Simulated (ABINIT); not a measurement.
# A GW chain in ABINIT: CdSe (Cadmoselite), part 3 of 3

How does a plane-wave GW calculation on CdSe (Cadmoselite) run from the first input to the gap?

ABINIT 10.8.3; PBE and many-body steps on it, plane waves. Known limits of the many-body steps: not at the basis limit; mesh may overstate the screening; no spin-orbit coupling; coarse k mesh.

So far. Step 3 (Bands along the symmetry lines): The gap is 0.701 eV, as in the run before at this level. Step 4 (Empty states on the mesh, 3×3×2 mesh, 128 bands): On this mesh the gap is 0.701 eV.

The database entry behind the starting cell differs from later determinations by our own check (inner coordinate of an old entry), so it need not match the best structure at ambient conditions.

### 5. Screening, 3×3×2 mesh, 118 bands, screening to 106.1 eV

The RPA dielectric matrix is built and inverted for each q.

This step: RPA screening on PBE, plane waves, norm-conserving pseudopotentials.

File run.abi:

```
acell 3*1.0 Angstrom
rprim 
  4.300000000016 -0.000000000004 0.000000000000
  -2.150000000005 3.723909236288 0.000000000000
  0.000000000000 0.000000000000 7.020000000000
ntypat 2
znucl 48 34
natom 4
typat 1 1 2 2
xred 
  0.333333333333 0.666666666667 0.000000000000
  0.666666666667 0.333333333333 0.500000000000
  0.333333333333 0.666666666667 0.385000000000
  0.666666666667 0.333333333333 0.885000000000
pp_dirpath "pseudos"
pseudos "Cd.upf, Se.upf"
ecut 48
ngkpt 3 3 2
nshiftk 1
shiftk 0 0 0
kptopt 1
chksymbreak 0
istwfk *1
occopt 1
irdwfk 1
optdriver 3
nband 118
ecuteps 3.9
inclvkb 2
awtr 1
symchi 1
indata_prefix "in"
outdata_prefix "out"
tmpdata_prefix "tmp"
```

Command:

```
OMP_NUM_THREADS=1 mpirun -n 8 abinit run.abi > log
```

Numbers of over 12 decimals in the logs are rounded to 6 here.

The program printed:

```text
.Version 10.8.3 of ABINIT. v10.8.2 released Aug 2026.

 Symmetries : space group P6_3 m c (#186); Bravais hP (primitive hexag.)
[... echo of the input left out ...]
== DATASET  1 ==================================================================
-   mpi_nproc: 8, omp_nthreads: 1 (-1 if OMP is not activated)

--- !DatasetInfo
iteration_state: {dtset: 1, }
dimensions: {natom: 4, nkpt: 6, mband: 118, nsppol: 1, nspinor: 1, nspden: 1, mpw: 12066, }
cutoff_energies: {ecut:  48.0, pawecutdg:  -1.0, }
electrons: {nelect:   8.80000000E+01, charge:   0.00000000E+00, occopt:   1.00000000E+00, tsmear:   1.00000000E-02, }

 SCREENING: Calculation of the susceptibility and dielectric matrices

 Based on a program developped by R.W. Godby, V. Olevano, G. Onida, and L. Reining.
 Incorporated in ABINIT by V. Olevano, G.-M. Rignanese, and M. Torrent.
.Using double precision arithmetic ; gwpc =  8

[... cell and pseudopotentials left out ...]
--------------------------------------------------------------------------------

 ==== K-mesh for the wavefunctions ====
 Number of points in the irreducible wedge :     6
[... list of points left out ...]
 Together with 12 symmetry operations and time-reversal symmetry
 yields    18 points in the full Brillouin Zone.

 ==== Q-mesh for the screening function ====
 Number of points in the irreducible wedge :     6
[... list of points left out ...]
 Together with 12 symmetry operations and time-reversal symmetry
 yields    18 points in the full Brillouin Zone.

 setmesh: FFT mesh size selected  =    30x   30x   54
          total number of points  =        48600

 vcoul_init : cutoff-mode = AUXILIARY_FUNCTION
 q-points for optical limit:   1
     1)      0.000010    0.000020    0.000030

- screening: taking advantage of time-reversal symmetry
- Maximum band index for partially occupied states nbvw = 44
- Remaining bands to be divided among processors   nbcw = 74
- Number of bands treated by each node ~9

 Number of electrons calculated from density =   88.0000; Expected =   88.0000
 average of density, n =  0.116006
 r_s =    1.2720
 omega_plasma =   32.8546 [eV]

 calculating chi0 at frequencies [eV] :
  1    0.000000E+00    0.000000E+00
  2    0.000000E+00    3.285461E+01

--------------------------------------------------------------------------------
  q-point number  1        q = ( 0.000000, 0.000000, 0.000000) [r.l.u.]
--------------------------------------------------------------------------------
[... chi0 elements left out ...]
 For q-point:  0.000010 0.000020 0.000030
  dielectric constant =  45.1936
  dielectric constant without local fields =  47.4909

  Average fulfillment of the sum rule on Im[epsilon] for q-point    1 :     28.45  [%]
[... wings left out ...]
  q-point number  2        q = ( 0.333333, 0.000000, 0.000000) [r.l.u.]
--------------------------------------------------------------------------------
[... chi0 elements left out ...]
  Average fulfillment of the sum rule on Im[epsilon] for q-point    2 :     31.48  [%]

 [... 4 further q-points ...]
```

Wall time 48 s (8 MPI ranks of Intel Xeon Platinum 8488C (Sapphire Rapids), shared host); peak memory 3.4 GiB.

This step gave:

```
ε∞ with local fields, on this mesh, along the program's q direction : 45.19
the same without local fields                                       : 47.49
plasma frequency                                                    : 32.85 eV
plane waves in the screening matrix                                 : 287
```

Local fields lower ε∞ by 5 %. On a Γ-centred mesh this coarse the value itself is usually too large, while a short band sum pulls it down.

### 6. Self-energy, 3×3×2 mesh, 118 bands, screening to 106.1 eV

The self-energy is evaluated for the states that the input lists, and the levels follow from it, in one-shot runs by the linearised quasiparticle equation.

This step: G0W0 on PBE, plane waves, norm-conserving pseudopotentials.

run.abi, as its differences from that of step 5:

```diff
@@ -25,8 +25,15 @@
 irdwfk 1
-optdriver 3
+optdriver 4
 nband 118
+gwcalctyp 0
+ecutsigx 48
+symsigma 1
+nkptgw 1
+kptgw 
+  0.0000000000 0.0000000000 0.0000000000
+bdgw 
+  43 46
 ecuteps 3.9
-inclvkb 2
-awtr 1
-symchi 1
+irdscr 1
+ppmodel 1
 indata_prefix "in"
```

The program printed:

```text
.Version 10.8.3 of ABINIT. v10.8.2 released Aug 2026.

 Symmetries : space group P6_3 m c (#186); Bravais hP (primitive hexag.)
[... echo of the input left out ...]
== DATASET  1 ==================================================================
-   mpi_nproc: 8, omp_nthreads: 1 (-1 if OMP is not activated)

--- !DatasetInfo
iteration_state: {dtset: 1, }
dimensions: {natom: 4, nkpt: 6, mband: 118, nsppol: 1, nspinor: 1, nspden: 1, mpw: 12066, }
cutoff_energies: {ecut:  48.0, pawecutdg:  -1.0, }
electrons: {nelect:   8.80000000E+01, charge:   0.00000000E+00, occopt:   1.00000000E+00, tsmear:   1.00000000E-02, }

 SIGMA: Calculation of the GW corrections

 Based on a program developped by R.W. Godby, V. Olevano, G. Onida, and L. Reining.
 Incorporated in ABINIT by V. Olevano, G.-M. Rignanese, and M. Torrent.
.Using double precision arithmetic ; gwpc =  8

[... cell and pseudopotentials left out ...]
--------------------------------------------------------------------------------

 ==== K-mesh for the wavefunctions ====
 Number of points in the irreducible wedge :     6
[... list of points left out ...]
 Together with 12 symmetry operations and time-reversal symmetry
 yields    18 points in the full Brillouin Zone.

 ==== Q-mesh for screening function ====
 Number of points in the irreducible wedge :     6
[... list of points left out ...]
 Together with 12 symmetry operations and time-reversal symmetry
 yields    18 points in the full Brillouin Zone.

 vcoul_init : cutoff-mode = AUXILIARY_FUNCTION
 q-points for optical limit:   1
     1)      0.000010    0.000020    0.000030
 setmesh: FFT mesh size selected  =    45x   45x   90
          total number of points  =       182250

 Number of electrons calculated from density =   88.0000; Expected =   88.0000
 average of density, n =  0.116006
 r_s =    1.2720
 omega_plasma =   32.8546 [eV]

 === KS Band Gaps ===
  >>>> For spin  1
   Minimum direct gap =   0.7009 [eV], located at k-point      :   0.0000  0.0000  0.0000
   Fundamental gap    =   0.7009 [eV], Top of valence bands at :   0.0000  0.0000  0.0000
                                       Bottom of conduction at :   0.0000  0.0000  0.0000
 SIGMA fundamental parameters:
 PLASMON POLE MODEL  1
 number of plane-waves for SigmaX                12065
 number of plane-waves for SigmaC and W            287
 number of plane-waves for wavefunctions         12065
 number of bands                                   118
 number of independent spin polarizations            1
 number of spinorial components                      1
 number of k-points in IBZ                           6
 number of q-points in IBZ                           6
 number of symmetry operations                      12
 number of k-points in BZ                           18
 number of q-points in BZ                           18
 number of frequencies for dSigma/dE                 9
 frequency step for dSigma/dE [eV]                0.25
 number of omega for Sigma on real axis              0
 max omega for Sigma on real axis  [eV]           0.00
 zcut for avoiding poles [eV]                     0.10

 EPSILON^-1 parameters (SCR file):
 dimension of the eps^-1 matrix on file            287
 dimension of the eps^-1 matrix used               287
 number of plane-waves for wavefunctions         12065
 number of bands                                   118
 number of q-points in IBZ                           6
 number of frequencies                               2
 number of real frequencies                          1
 number of imag frequencies                          1

 matrix elements of self-energy operator (all in [eV])

 Perturbative Calculation

--- !SelfEnergy_ee
iteration_state: {dtset: 1, }
kpoint     : [   0.000,    0.000,    0.000, ]
spin       : 1
KS_gap     :    0.701
QP_gap     :    1.228
Delta_QP_KS:    0.527
data: !SigmaeeData |
     Band     E0 <VxcDFT>   SigX SigC(E0)      Z dSigC/dE  Sig(E)    E-E0       E
       43   4.863 -16.067 -18.597   2.526   0.795  -0.258 -16.070  -0.003   4.860
       44   4.863 -16.067 -18.597   2.526   0.795  -0.258 -16.070  -0.003   4.860
       45   5.564 -11.825  -8.023  -3.161   0.817  -0.224 -11.301   0.525   6.089
       46   6.985 -11.485  -7.233  -3.461   0.818  -0.223 -10.838   0.646   7.632

== END DATASET(S) ==============================================================
================================================================================

 -outvars: echo values of variables after computation  --------
           etotal      0.0000000000E+00
            nband         118
             nkpt           6
          spgroup         186
 [... the other variables as echoed above ...]

 Calculation completed.
```

The job ended after 5.5 s (8 MPI ranks; peak memory 2.3 GiB; 42 s of CPU time).

Numbers from this step:

```
G0W0 gap on the points computed              : 1.229 eV
starting gap on the mesh                     : 0.7010 eV
k of the valence top                         : 0, 0, 0
k of the conduction bottom                   : 0, 0, 0
Z at the valence top                         : 0.795
Z at the conduction bottom                   : 0.817
least direct G0W0 gap on the computed points : 1.229 eV
```

The gap on the mesh goes from 0.70 eV to 1.23 eV, a correction of +0.53 eV.

Limits: finite bands, cutoff and mesh; no spin-orbit coupling; coarse k mesh. v1 is the top filled band, c1 the lowest empty one. Levels before and after the correction, in eV, zero at the valence-band top of each column:

|  | conduction bottom | valence top |
| --- | --- | --- |
| Kohn-Sham | 0.70 | 0.00 |
| G0W0 | 1.23 | 0.00 |

|  | level | energy (eV) |
| --- | --- | --- |
| Kohn-Sham | Γ v2-v1 | 0.000 |
| Kohn-Sham | Γ c1 | 0.701 |
| Kohn-Sham | Γ c2 | 2.122 |
| G0W0 | Γ v2-v1 | 0.000 |
| G0W0 | Γ c1 | 1.229 |
| G0W0 | Γ c2 | 2.772 |

### 7. Where the time went

Times are wall times on 8 MPI ranks of Intel Xeon Platinum 8488C (Sapphire Rapids), shared host, good to a factor of about two.

| step | time | share | memory (GiB) |
| --- | --- | --- | --- |
| ground state | 2.1 min | 31 % | 1.2 |
| bands along the symmetry lines | 2.8 min | 40 % | 1.5 |
| empty states on the mesh | 71 s | 17 % | 0.99 |
| screening | 48 s | 12 % | 3.4 |
| self-energy | 5.5 s | 1 % | 2.3 |

### 8. Summary of results

```yaml
pbe_gap: 0.70 eV, direct
g0w0_gap_on_the_mesh: 1.23 eV
gw_settings: 3×3×2 mesh, 118 bands, screening to 106.1 eV, Godby-Needs plasmon pole
known_limits: not at the basis limit; mesh may overstate the screening; no spin-orbit coupling; coarse k mesh
```

G0W0 moves the gap on the mesh from 0.70 eV to 1.23 eV (+0.53 eV), with Z of 0.80 and 0.82 at the edges. Local fields lower the RPA ε∞ on this mesh from 47.49 to 45.19; a Γ-centred mesh this coarse tends to raise both, most where the direct gap is narrow, while a short band sum lowers them. Only 1 of the mesh's irreducible points was corrected, so a valley elsewhere could overtake. Bands and cutoff are finite, so the gap is not at the basis limit. The miss can reach some tenths of an eV and take either sign; the mesh is an error of its own. In the G0W0 run levels were corrected at 1 k point alone, so a gap called «on the mesh» is the least over those, and an edge elsewhere would be missed. The 3×3×2 mesh is coarse for this cell, which bears on the long-range parts of exchange and screening. The RPA ε∞ on this mesh reaches over 25; with a narrow direct gap a coarse mesh can overstate it, and the correction is then too small. The many-body steps are scalar-relativistic: spin-orbit coupling is not in them.

[Paths, hosts, dates, memory and timing lines, banners, echoed tables and standing remarks are left out of the program output.]

[Logs are printed without paths, hosts, clocks, repeated set-up lines and the standing remarks that a program may print on its own settings, such as how far it seeks lower states.]

[Runs of the session that timed out or met a known fault of the program may be left out.]

[Hosts, paths, dates, database ids (printed as entryN), source tags and the programs' standing remarks are cut or masked in the printed files.]

[G0W0 gaps are taken among the corrected bands and points alone; a level outside them can change the order at an edge.]

[Where Ansatz stands beside ABINIT at settings called matched, ABINIT's density can come from a denser mesh and the files from another edition; pairs whose starting gaps differed by over 0.03 eV were left out, so agreement reads better than it is.]
